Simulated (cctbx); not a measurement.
**Lattice, Laue class and space group of a new crystal**

Cell: a = 13.8390 Å, b = 16.8310 Å, c = 4.0190 Å, α = 90.00°, β = 90.00°, γ = 90.00°. Expected content of the cell: In2 Y12 Se20 Ga2 S4.

Simulated single-crystal data (cctbx): Mo Kα, λ = 0.71073 Å, to d = 0.84 Å, 80 % of the full sphere, strongest reflection 70000 counts, noise from counting, a 6 % proportional error and a noise floor of 8 counts (s.d.); no absorption, some extinction.

Tests on the unmerged data give:

```text
5335 reflections to d = 0.840 A
centring   violations  <I/sigma> of those
    A       2400 of  2623     11.5
    B       2389 of  2642     11.5
    C       2361 of  2663     11.3
    I       2493 of  2672     12.1
    R       3206 of  3542     11.5
    F       3575 of  3964     11.5
Laue class    unique    Rint  (classes that these axes allow; Friedel mates merged)
P -1             3188   0.046
P 1 2/m 1        1723   0.051
P 1 1 2/m        1893   0.050
P 2/m 1 1        1729   0.050
P m m m          1033   0.054
space group    extra absences  I>4sigma  <I/sigma>
P 2 2 2                 0          0         -  acentric
P 21 2 2               16          0      -0.4  acentric
P 2 21 2               17          0       0.2  acentric
P 21 21 2              33          0      -0.1  acentric
P m m 2                 0          0         -  acentric
P 2 m m                 0          0         -  acentric
P m 2 m                 0          0         -  acentric
P m m m                 0          0         -  centric
Wilson B = 0.94 A^2   <|E^2-1|> = 0.858 (0.968 centric, 0.736 acentric)   E^2>4: 2.9 %
shell (A)         n   <I/sigma>
16.83 - 1.68    161     21.4
 1.68 - 1.33    125     23.1
 1.33 - 1.16    135     23.6
 1.16 - 1.06    121     20.5
 1.06 - 0.98    122     20.2
 0.98 - 0.92    129     20.7
 0.92 - 0.88    123     23.0
 0.88 - 0.84    117     20.0
```

Q: Read the symmetry from these tables.

Every centring test has many violations, so the lattice is primitive.

Rint stays low (0.046 to 0.054) up to P m m m, the highest class in these axes.

8 settings pass the absence test. The most absences obeyed, 33, belong to P 21 21 2 alone.

⟨|E²−1|⟩ = 0.858 lies between the two ideal values. The Wilson B of 0.94 Å² means U ≈ 0.0119 Å².

The true group is P2_12_12 (no. 18), Laue class mmm, non-centrosymmetric. The tables fix it.

The model was made for the exercise: a known structure type with other elements put in, its volume estimated, not relaxed; displacement parameters are assumed.

[Logs are printed without paths, hosts, clocks, repeated set-up lines and the standing remarks that a program may print on its own settings, such as how far it seeks lower states.]
